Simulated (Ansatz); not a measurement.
# Phonons of GaN (P6_3mc) against volume, part 3 of 3

Aim: how do the optical modes of GaN (P6_3mc) move with volume?

Ansatz 0.2.0; DFT PBE, scalar-relativistic, plane waves, PAW; PAW set soft_1.

So far, mean high-frequency dielectric constant: step 4 (zone-centre response at rest) 6.01.

The database entry behind the starting cell differs from later determinations by our own check (about 0.3 % short, ideal inner coordinate), so it need not match the best structure at ambient conditions.

### Step 6. Zone-centre modes of the member: 1.06 times the volume at rest

The zone-centre modes follow for 1.06 times the volume at rest, with the response to a field.

input.yaml reads:

```yaml
crystal:
  lattice:
    - [3.2816452436, 0.0, 0.0]
    - [-1.6408226218, 2.8419881471, 0.0]
    - [0.0, 0.0, 5.3467654162]
  atoms:
    - { symbol: "N", position: [0.3333333333, 0.6666666667, 0.3759539056] }
    - { symbol: "N", position: [0.6666666667, 0.3333333333, 0.8759539056] }
    - { symbol: Ga, position: [0.3333333333, 0.6666666667, -0.0009539056] }
    - { symbol: Ga, position: [0.6666666667, 0.3333333333, 0.4990460944] }
kpoints:
  mp_grid: { grid: [18, 18, 8] }
hamiltonian:
  xc: pbe
  pseudopotentials: { kind: paw, azcp: { folder: soft_1 } }
scf:
  occupations: { method: fixed }
output:
  eigenvalues: true
phonons:
  method: dfpt
  dielectric: true
  rigid_motions: translations
```

The run is started by

```console
ansatz run input.yaml --threads 4 --pin off --max-ram 16384MiB --backend cpu --events-out ev --progress --plain --runs-dir out
```

Numbers of over 12 decimals in the logs are rounded to 6 here.

Log:

```text
[...]
Crystal: 4 atoms, lattice volume = 49.866 Å³
Basis set: ecut = 420 eV, 989 PW (Γ), exchange–correlation on 48×48×72 points (8 copies of the dense FFT grid, shifted against one another)
Bands: 22, of which v1, the nominal top of the filled ones, is band 18 counted from 1 (17 counted from 0)
Symmetry: 12 space group operations
k-points: 695 of 2592 (irreducible under 2 space group operations, time reversal used)
[...]
SCF iter   1: F=—  HF=-8336.922077 eV  |F-HF|=—  |Δ(HF+E_count)|=         —  Δρ=1.01e-1  dr2=4.40e0  ethr=3.10e-3  ⟨swp⟩=4.0  Hψ=53413  notcnv=0  defer=195
[...]
SCF iter  11: F=-8335.765833 eV  HF=-8335.765833 eV  |F-HF|=1.82e-12  |Δ(HF+E_count)|=  1.22e-10  Δρ=1.21e-7  dr2=5.19e-12  ethr=1.00e-12  ⟨swp⟩=6.4  Hψ=82531  notcnv=0
SCF 1 converged in 11 iterations: F = -8335.765833 eV  dr2 = 5.19e-12
[...]
Bands: 19, of which v1, the nominal top of the filled ones, is band 18 counted from 1 (17 counted from 0)
k-points: 550 of 4000 (irreducible under 4 space group operations, time reversal used)
[...]
Eigensolver: Dense (550 Hₖ)
SCF iter   1: F=—  HF=-8335.763300 eV  |F-HF|=—  |Δ(HF+E_count)|=         —  Δρ=3.54e-4  dr2=2.07e-5  ethr=1.00e-1
[...]
SCF iter   5: F=-8335.763301 eV  HF=-8335.763301 eV  |F-HF|=4.03e-9  |Δ(HF+E_count)|=   1.78e-7  Δρ=4.53e-6  dr2=6.50e-9  ethr=8.86e-11
SCF 1 converged in 5 iterations: F = -8335.763301 eV  dr2 = 6.50e-9
[...]
SCF converged after 11 iterations
Free energy (F): -8335.765833 eV
[...]
Internal energy: -8335.765833 eV  (E = F + TS)
E sigma→0 (E₀):  -8335.765833 eV
Fermi energy:    8.414281 eV
[...]
--- Band table (eV; the first three rows and the last of 695) ---
  k-point 0: bands = [... 14 lower, 7.4886, 8.3866, 8.4143, 8.4143, 9.7401, 12.1100, 17.1010, 17.8240]
  k-point 1: bands = [... 14 lower, 7.5220, 7.8285, 8.3774, 8.3774, 10.2378, 12.1416, 16.9933, 17.8441]
  k-point 2: bands = [... 14 lower, 7.6180, 7.6180, 8.2725, 8.2725, 11.0126, 12.2141, 16.7272, 17.4391]
  k-point 694: bands = [... 14 lower, 4.7565, 5.0741, 6.4618, 6.8526, 14.0460, 14.3617, 15.4501, 15.9219]
[...]
ASR residual: 7.778e-5 → 0.000e0 eV/Å²; symmetrization residual: 6.130e-6 eV/Å²
  ASR residual per site (eV/Å²): 6.31e-5 6.31e-5 7.78e-5 7.78e-5
[...]
ε∞ (high-frequency dielectric tensor):
        6.380813    -0.000000     0.000000
       -0.000000     6.380813     0.000000
        0.000000     0.000000     6.581965
  ε⁰ (static dielectric tensor: ions relaxed, cell fixed):
       11.580133    -0.000000     0.000000
       -0.000000    11.580133     0.000000
        0.000000     0.000000    13.011033
  ε⁰ − ε∞ (ionic part):
        5.199320    -0.000000     0.000000
       -0.000000     5.199320     0.000000
        0.000000     0.000000     6.429068
[...]
Born effective charges Z* (e; rows j = field, columns β = displacement):
    site 0:
        -2.66292    0.00000   -0.00000
         0.00000   -2.66292    0.00000
        -0.00000   -0.00000   -2.81280
    site 1:
        -2.66292    0.00000   -0.00000
         0.00000   -2.66292   -0.00000
         0.00000    0.00000   -2.81280
    site 2:
         2.66292   -0.00000    0.00000
        -0.00000    2.66292    0.00000
         0.00000    0.00000    2.81280
    site 3:
         2.66292   -0.00000    0.00000
        -0.00000    2.66292    0.00000
         0.00000    0.00000    2.81280
  Z* charge neutrality: 2.818e-3 e pre-enforcement
  solved inside a basis spanned on kpoints, on 20×20×10 k-points, its susceptibility summed on 22×22×12: ε∞ is read to err by 2.6e-2, Z* by 1.8e-2 e (field_mesh: kpoints solves on kpoints); Z* is corrected for what the basis lacks
  optical modes at Γ without the LO–TO term, one row a degenerate level:
      ω (cm⁻¹)  modes    IR ((D/Å)²/amu)
        137.10      2             0.0000
        299.12      1             0.0000
        456.32      1            31.2991
        480.38      2            56.1045
        484.00      2             0.0000
        607.95      1             0.0000
  optical modes at Γ + LO–TO along q̂ = [1.0000, 0.0000, 0.0000]:
      ω (cm⁻¹)  modes    IR ((D/Å)²/amu)
        137.10      2             0.0000
        299.12      1             0.0000
        456.32      1            31.2991
        480.38      1            28.0523
        484.00      2             0.0000
        607.95      1             0.0000
        647.15      1            28.0523
  optical modes at Γ + LO–TO along q̂ = [0.0000, 1.0000, 0.0000]:
      ω (cm⁻¹)  modes    IR ((D/Å)²/amu)
        137.10      2             0.0000
        299.12      1             0.0000
        456.32      1            31.2991
        480.38      1            28.0523
        484.00      2             0.0000
        607.95      1             0.0000
        647.15      1            28.0523
  optical modes at Γ + LO–TO along q̂ = [0.0000, 0.0000, 1.0000]:
      ω (cm⁻¹)  modes    IR ((D/Å)²/amu)
        137.10      2             0.0000
        299.12      1             0.0000
        480.38      2            56.1045
        484.00      2             0.0000
        607.95      1             0.0000
        641.57      1            31.2991
```

It took 3.6 min on 4 threads of Arm Neoverse V2, shared host; peak memory 3.3 GiB; 14 min of CPU time.

This step gave:

```yaml
sum_rule_residual_before_enforcement: 7.78e-5 eV/Å²
miss_of_the_charge_sum_rule: 0.002818 e
estimated_error_of_the_dielectric_tensor: 0.02638
estimated_error_of_the_born_charges: 0.01778 e
highest_optical_mode_at_the_zone_centre_no_lo_to_term: 608.0 cm⁻¹
lowest_optical_zone_centre_mode: 137.1 cm⁻¹
mean_high_frequency_dielectric_constant: 6.448
largest_born_charge_third_of_the_trace: -2.713 e
mean_static_dielectric_constant: 12.06
top_of_the_zone_centre_spectrum_with_the_field: 647.1 cm⁻¹
```

Without the LO-TO term. Patterns of degenerate modes are one choice out of their space. The modes at Γ (shares of kinetic energy by element, %):

| mode | frequency (cm⁻¹) | symmetry | N % | Ga % |
| --- | --- | --- | --- | --- |
| 1 | 0.0 | acoustic | 17 | 83 |
| 2 | 0.0 | acoustic | 17 | 83 |
| 3 | 0.0 | acoustic | 17 | 83 |
| 4 | 137.1 | E2 | 10 | 90 |
| 5 | 137.1 | E2 | 10 | 90 |
| 6 | 299.1 | B1 | 0 | 100 |
| 7 | 456.3 | A1 | 83 | 17 |
| 8 | 480.4 | E1 | 83 | 17 |
| 9 | 480.4 | E1 | 83 | 17 |
| 10 | 484.0 | E2 | 90 | 10 |
| 11 | 484.0 | E2 | 90 | 10 |
| 12 | 608.0 | B1 | 100 | 0 |

Transverse modes. Lines of the infrared spectrum (strongest = 100):

| position (cm⁻¹) | label | relative intensity |
| --- | --- | --- |
| 137 | E2 | 0.0 |
| 299 | B1 | 0.0 |
| 456 | A1 | 56 |
| 480 | E1 | 100 |
| 484 | E2 | 0.0 |
| 608 | B1 | 0.0 |

Without the LO-TO term the lowest optical mode is real, 137 cm⁻¹, and the highest lies at 608.0 cm⁻¹.

The log warns of the k mesh: “the force constants stand on the 18×18×8 k-mesh, whose period is 11.19 times the interband length at k = (0.0000, 0.0000, 0.0000), direct gap 1.326 eV, under 14: take them and everything formed from them as unconverged”. So the frequencies of this run count as unconverged too.

### Step 7. A member of the series: 0.9 times the volume at rest

The cell is set to 0.9 times the volume at rest, and shape and atoms relax at that volume.

input.yaml, the sections that differ from step 6:

```yaml
crystal:
  lattice:
    - [3.1073186379, 0.0, 0.0]
    - [-1.5536593189, 2.691016878, 0.0]
    - [0.0, 0.0, 5.063367571]
  atoms:
    - { symbol: "N", position: [0.3333333333, 0.6666666667, 0.3757185165] }
    - { symbol: "N", position: [0.6666666667, 0.3333333333, 0.8757185165] }
    - { symbol: Ga, position: [0.3333333333, 0.6666666667, -0.0007185165] }
    - { symbol: Ga, position: [0.6666666667, 0.3333333333, 0.4992814835] }
output:
  forces: true
  stress: true
  eigenvalues: true
relax:
  adjacent_minimum: "off"
  f_tol: 0.001
  max_steps: 60
  cell: { stress_tol: 0.01, fix: [volume] }
# kpoints, hamiltonian, scf: as in step 6
# phonons: removed
```

Log:

```text
[...]
Crystal: 4 atoms, lattice volume = 42.339 Å³
Basis set: ecut = 420 eV, 833 PW (Γ), exchange–correlation on 48×48×72 points (8 copies of the dense FFT grid, shifted against one another)
Bands: 22, of which v1, the nominal top of the filled ones, is band 18 counted from 1 (17 counted from 0)
Symmetry: 12 space group operations
[...]
k-points: 185 of 2592 (time reversal used)
[...]
--- Relaxed structure (4 steps of the walk, 3 accepted, 1 SCFs on fresh bases) ---
[...]
cell:  # Å, volume = 42.3391 Å³
    - [3.107192, -2.886641804570098e-11, 0.0]
    - [-1.553596, 2.690907, 0.0]
    - [0.0, 0.0, 5.063781]
  atoms:
    - { symbol: N, position: [0.333333, 0.666667, 0.375677] }
    - { symbol: N, position: [0.666667, 0.333333, 0.875677] }
    - { symbol: Ga, position: [0.333333, 0.666667, -0.000677433] }
    - { symbol: Ga, position: [0.666667, 0.333333, 0.499323] }
[key lines of the parts left out:]
SCF converged after 5 iterations
Free energy (F): -8335.542495 eV
Fermi energy:    10.890001 eV
P = ⅓ Tr σ = 22.8325 GPa (228.325 kbar)
```

Wall time 19 s (4 threads); peak memory 0.51 GiB.

Little changed from the start: no atom moved by 0.005 Å and no cell edge by 0.1 %.

This step gave:

- pressure: 22.83 GPa
- gap on the k-mesh: 2.409 eV
- volume per atom: 10.58 Å³

The largest force component left is 0.65 meV/Å, at a pressure of 22.83 GPa.

### Step 8. Zone-centre modes of the member: 0.9 times the volume at rest

The zone-centre modes follow for 0.9 times the volume at rest, with the response to a field.

input.yaml, the sections that differ from step 7:

```yaml
crystal:
  lattice:
    - [3.1071916365, 0.0, 0.0]
    - [-1.5535958182, 2.6909068916, 0.0]
    - [0.0, 0.0, 5.0637814932]
  atoms:
    - { symbol: "N", position: [0.3333333333, 0.6666666667, 0.3756774328] }
    - { symbol: "N", position: [0.6666666667, 0.3333333333, 0.8756774328] }
    - { symbol: Ga, position: [0.3333333333, 0.6666666667, -0.0006774328] }
    - { symbol: Ga, position: [0.6666666667, 0.3333333333, 0.4993225672] }
output:
  eigenvalues: true
phonons:
  method: dfpt
  dielectric: true
  rigid_motions: translations
# kpoints, hamiltonian, scf: as in step 7
# relax: removed
```

Log:

```text
[...]
Crystal: 4 atoms, lattice volume = 42.339 Å³
Basis set: ecut = 420 eV, 833 PW (Γ), exchange–correlation on 48×48×72 points (8 copies of the dense FFT grid, shifted against one another)
Bands: 22, of which v1, the nominal top of the filled ones, is band 18 counted from 1 (17 counted from 0)
Symmetry: 12 space group operations
k-points: 695 of 2592 (irreducible under 2 space group operations, time reversal used)
[...]
optical modes at Γ + LO–TO along q̂ = [1.0000, 0.0000, 0.0000]:
      ω (cm⁻¹)  modes    IR ((D/Å)²/amu)
[...]
optical modes at Γ + LO–TO along q̂ = [0.0000, 1.0000, 0.0000]:
      ω (cm⁻¹)  modes    IR ((D/Å)²/amu)
[...]
optical modes at Γ + LO–TO along q̂ = [0.0000, 0.0000, 1.0000]:
      ω (cm⁻¹)  modes    IR ((D/Å)²/amu)
[...]
609.74      2            52.9773
        624.80      2             0.0000
        751.16      1             0.0000
        781.37      1            29.3007
[key lines of the parts left out:]
SCF converged after 10 iterations
Free energy (F): -8335.542495 eV
Fermi energy:    10.890003 eV
```

The job ended after 3 min (4 threads; peak memory 3.2 GiB; 11 min of CPU time).

This step gave:

| Quantity | Value |
| --- | --- |
| sum-rule residual before enforcement | 1.43e-4 eV/Å² |
| miss of the charge sum rule | 0.003148 e |
| estimated error of the dielectric tensor | 0.01591 |
| estimated error of the Born charges | 0.01456 e |
| highest optical mode at the zone centre (no LO-TO term) | 751.2 cm⁻¹ |
| lowest optical zone-centre mode | 128.9 cm⁻¹ |
| mean high-frequency dielectric constant | 5.482 |
| largest Born charge (third of the trace) | -2.632 e |
| mean static dielectric constant | 9.294 |
| top of the zone-centre spectrum with the field | 786.0 cm⁻¹ |

Without the LO-TO term. Patterns of degenerate modes are one choice out of their space. The modes at Γ (shares of kinetic energy by element, %):

| mode | frequency (cm⁻¹) | symmetry | N % | Ga % |
| --- | --- | --- | --- | --- |
| 1 | 0.0 | acoustic | 17 | 83 |
| 2 | 0.0 | acoustic | 17 | 83 |
| 3 | 0.0 | acoustic | 17 | 83 |
| 4 | 128.9 | E2 | 13 | 87 |
| 5 | 128.9 | E2 | 13 | 87 |
| 6 | 353.7 | B1 | 1 | 99 |
| 7 | 588.9 | A1 | 83 | 17 |
| 8 | 609.7 | E1 | 83 | 17 |
| 9 | 609.7 | E1 | 83 | 17 |
| 10 | 624.8 | E2 | 87 | 13 |
| 11 | 624.8 | E2 | 87 | 13 |
| 12 | 751.2 | B1 | 99 | 1 |

Transverse modes. Lines of the infrared spectrum (strongest = 100):

| position (cm⁻¹) | label | relative intensity |
| --- | --- | --- |
| 129 | E2 | 0.0 |
| 354 | B1 | 0.0 |
| 589 | A1 | 55 |
| 610 | E1 | 100 |
| 625 | E2 | 0.0 |
| 751 | B1 | 0.0 |

Without the LO-TO term the lowest optical mode is real, 129 cm⁻¹, and the highest lies at 751.2 cm⁻¹.

For the mean high-frequency dielectric constant, step 4 gave 6.01; this run, with volume ratio 0.9, gives 5.48 (-9 %).

### Step 9. The series together

The members are set side by side, also those not shown above.

Each row is one cell with its response, relaxed at fixed volume as far as symmetry leaves anything free; energies are extrapolated to zero smearing, and E0 is that at rest; the axis is the Cartesian z axis of the cell; shape and atoms are relaxed in each cell where symmetry leaves them free. State of the crystal along the series:

| volume ratio | V (Å³/atom) | pressure (GPa) | E - E0 (meV/atom) | first cell vector (Å) | third cell vector (Å) | gap on mesh (eV) | ε∞ along the axis | ε∞ across the axis, mean | ε0 along the axis | ε0 across the axis, mean | largest Born charge in size, a third of the trace (e) | top mode with the field, highest of q along x, y and z (cm⁻¹) |
| --- | --- | --- | --- | --- | --- | --- | --- | --- | --- | --- | --- | --- |
| 0.9 | 10.59 | 22.83 | 76.26 | 3.107 | 5.064 | 2.409 | 5.598 | 5.425 | 9.853 | 9.014 | 2.632 | 786 |
| 0.92 | 10.82 | 17.22 | 46.93 | 3.13 | 5.101 | 2.264 | 5.69 | 5.514 | 10.18 | 9.282 | 2.643 | 766.7 |
| 0.94 | 11.05 | 12.19 | 25.41 | 3.153 | 5.137 | 2.121 | 5.789 | 5.611 | 10.52 | 9.563 | 2.654 | 748 |
| 0.96 | 11.29 | 7.682 | 10.88 | 3.175 | 5.173 | 1.981 | 5.896 | 5.715 | 10.88 | 9.858 | 2.664 | 730 |
| 0.98 | 11.53 | 3.634 | 2.622 | 3.197 | 5.208 | 1.844 | 6.012 | 5.828 | 11.26 | 10.17 | 2.674 | 712.5 |
| 0.99 | 11.64 | 1.768 | 0.6475 | 3.208 | 5.226 | 1.777 | 6.074 | 5.887 | 11.46 | 10.33 | 2.679 | 704 |
| 1 | 11.76 | 0.001903 | 0 | 3.219 | 5.244 | 1.71 | 6.141 | 5.949 | 11.67 | 10.49 | 2.684 | 695.5 |
| 1.02 | 12 | -3.256 | 2.433 | 3.24 | 5.278 | 1.579 | 6.273 | 6.081 | 12.09 | 10.84 | 2.694 | 679 |
| 1.04 | 12.23 | -6.177 | 9.399 | 3.261 | 5.313 | 1.451 | 6.42 | 6.224 | 12.53 | 11.2 | 2.703 | 662.9 |
| 1.06 | 12.47 | -8.796 | 20.42 | 3.282 | 5.347 | 1.326 | 6.582 | 6.381 | 13.01 | 11.58 | 2.713 | 647.1 |

Without the LO-TO term; each mode is tracked from rest by its pattern, and modes that stay within 0.3 cm⁻¹ of each other stand once; shape and atoms are relaxed in each cell where symmetry leaves them free. Optical modes along the series:

| V (Å³/atom) | mode 4 E2 (cm⁻¹) | mode 6 B1 (cm⁻¹) | mode 7 A1 (cm⁻¹) | mode 8 E1 (cm⁻¹) | mode 10 E2 (cm⁻¹) | mode 12 B1 (cm⁻¹) |
| --- | --- | --- | --- | --- | --- | --- |
| 10.59 | 128.9 | 353.7 | 588.9 | 609.7 | 624.8 | 751.2 |
| 10.82 | 131.2 | 346.6 | 569.7 | 591 | 604.4 | 730.3 |
| 11.05 | 132.9 | 339.6 | 551.3 | 573 | 584.9 | 710.4 |
| 11.29 | 134.4 | 332.6 | 533.7 | 555.8 | 566.2 | 691.3 |
| 11.53 | 135.4 | 325.8 | 516.8 | 539.4 | 548.3 | 673.1 |
| 11.64 | 135.8 | 322.4 | 508.7 | 531.5 | 539.7 | 664.4 |
| 11.76 | 136.2 | 319 | 500.7 | 523.7 | 531.2 | 655.8 |
| 12 | 136.7 | 312.3 | 485.3 | 508.7 | 514.8 | 639.1 |
| 12.23 | 137 | 305.7 | 470.5 | 494.2 | 499.1 | 623.2 |
| 12.47 | 137.1 | 299.1 | 456.3 | 480.4 | 484 | 608 |

From cubic fits (parabolas where under five rows exist) of ln ω and P against ln V through the rows within about 4 % of rest: γ = −d ln ω / d ln V and dω/dP = γ ω / B. Slopes at rest:

| mode | fitted frequency at rest (cm⁻¹) | Grüneisen parameter γ | dω/dP (cm⁻¹/GPa) |
| --- | --- | --- | --- |
| mode 4 E2 | 136.2 | -0.24 | -0.19 |
| mode 6 B1 | 319 | 1.05 | 1.95 |
| mode 7 A1 | 500.7 | 1.57 | 4.58 |
| mode 8 E1 | 523.7 | 1.47 | 4.47 |
| mode 10 E2 | 531.2 | 1.58 | 4.87 |
| mode 12 B1 | 655.8 | 1.3 | 4.94 |

### Step 10. Results

- members: 10
- highest optical mode at the zone centre (no LO-TO term), at rest: 655.8 cm⁻¹
- bulk modulus at rest: 172 GPa
- mode 7 A1, γ: 1.57
- mode 8 E1, γ: 1.47
- mode 10 E2, γ: 1.58
- mode 12 B1, γ: 1.30

What this shows: The series spans -8.8 to 22.8 GPa, and the slope at rest gives a bulk modulus of 172 GPa. Among the modes in the table of slopes γ runs from -0.24 (mode 4 E2) to 1.58 (mode 10 E2). A negative γ means that the mode softens under pressure. ε∞ along z is 6.14 at rest, with d ln ε∞ / d ln V = 1.07. One k mesh and one cutoff serve the ground states and modes of all volumes; the field response picks its own mesh. With the field response the log warns that the k mesh is coarse for the force constants too, so the frequencies are to be taken as unconverged. These are harmonic frequencies at zero temperature: anharmonic shifts, linewidths and thermal expansion are left out. Only the zone centre was solved, so an instability at another wavevector cannot show here.

[Logs are printed without paths, hosts, clocks, repeated set-up lines and the standing remarks that a program may print on its own settings, such as how far it seeks lower states.]

[Hosts, paths, dates, database ids (printed as entryN), source tags and the programs' standing remarks are cut or masked in the printed files.]
